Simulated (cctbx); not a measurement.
## Occupancies in Hf2Pt17

Cell a = 9.0430 Å, b = 9.0430 Å, c = 13.0640 Å, α = 90.00°, β = 90.00°, γ = 120.00°; space group R-3m (no. 166); nominal formula Hf2Pt17.

Simulated single-crystal data (cctbx): synchrotron X-rays, λ = 0.6889 Å, to d = 0.84 Å, 50 % of the full sphere, strongest reflection 40000 counts, noise from counting, a 2 % proportional error and a noise floor of 4 counts (s.d.); no absorption.

With every site full:

```text
Rint 0.020, 221 unique reflections to 0.84 A
cycle     R1     wR2    GooF  max shift (A)
   1  0.1080  0.2405  14.119   0.00036
   2  0.0076  0.0168   0.984   0.00000
final R1 0.0076 wR2 0.0168 GooF 0.984  parameters 21  data/parameter 10.5
atom        x        y        z      Ueq    occ   su(xyz)  su(Uiso or U11)
Pt1    0.83333  0.16667  0.16667   0.0042  1.000  0.00000  0.0002
Pt2    0.33333  0.66667  0.57260   0.0041  1.000  0.00004  0.0002
Pt3    0.29373  0.29373  0.00000   0.0025  1.000  0.00003  0.0001
Pt4    0.16350  0.32699  0.17583   0.0046  1.000  0.00003  0.0001
Hf2    0.33333  0.66667  0.32462   0.0018  1.000  0.00004  0.0002
difference map: max 0.96 min -0.89 rms 0.25
Q1    0.0166  0.5083  0.3916   18    0.97  1.42 A from Pt1
Q2    0.1108  0.2215  0.7091   18    0.85  1.84 A from Pt1
Q3    0.0852  0.1704  0.2004   18    0.82  1.27 A from Pt4
Q4    0.0314  0.5157  0.0987   18    0.71  0.82 A from Pt4
Q5    0.1133  0.2266  0.4888   18    0.69  0.89 A from Pt4
Q6    0.0558  0.1116  0.3479   18    0.68  0.88 A from Hf2
```

With the occupancies of the suspect sites free, each still typed as its main element:

```text
Rint 0.020, 221 unique reflections to 0.84 A
cycle     R1     wR2    GooF  max shift (A)
   1  0.0600  0.1332   7.860   0.00004
   2  0.0076  0.0168   0.989   0.00000
final R1 0.0076 wR2 0.0168 GooF 0.989  parameters 23  data/parameter 9.6
atom        x        y        z      Ueq    occ   su(xyz)  su(Uiso or U11)
Pt1    0.83333  0.16667  0.16667   0.0042  1.000  0.00000  0.0002
Pt2    0.33333  0.66667  0.57260   0.0041  1.000  0.00004  0.0002
Pt3    0.29373  0.29373  0.00000   0.0025  1.000  0.00003  0.0001
Pt4    0.16350  0.32699  0.17583   0.0047  1.000  0.00003  0.0001
Hf2    0.33333  0.66667  0.32462   0.0018  1.000  0.00004  0.0002
su of occupancy Pt2: 0.003
su of occupancy Hf2: 0.003
difference map: max 0.96 min -0.89 rms 0.25
Q1    0.0166  0.5083  0.3916   18    0.97  1.42 A from Pt1
Q2    0.1107  0.2215  0.7091   18    0.85  1.84 A from Pt1
Q3    0.0852  0.1704  0.2003   18    0.82  1.27 A from Pt4
Q4    0.0314  0.5157  0.0986   18    0.71  0.82 A from Pt4
Q5    0.1133  0.2265  0.4888   18    0.69  0.89 A from Pt4
Q6    0.0556  0.1112  0.3479   18    0.69  0.87 A from Hf2
```

**Question.** What is the disorder?

X-rays count electrons. Pt2 refines to 1.000(0.003), or 78.0 electrons; the site truly holds 0.95 Pt and 0.05 Hf, 77.7 electrons, which is 0.996 of Pt; Hf2 refines to 1.000(0.003), or 72.0 electrons; the site truly holds 0.95 Hf and 0.05 Pt, 72.3 electrons, which is 1.004 of Hf. All are within 3 s.u. of full, so these data don't show the disorder. Occupancy correlates with U and the scale, and the two elements' form factors differ in shape, so the match is approximate.

Freeing them takes R1 from 0.0076 to 0.0076 and GooF from 0.98 to 0.99.

This is a model crystal, built by substitution and not relaxed, with assumed displacement parameters.

[Middle refinement cycles are left out of these outputs.]

[Logs are printed without paths, hosts, clocks, repeated set-up lines and the standing remarks that a program may print on its own settings, such as how far it seeks lower states.]
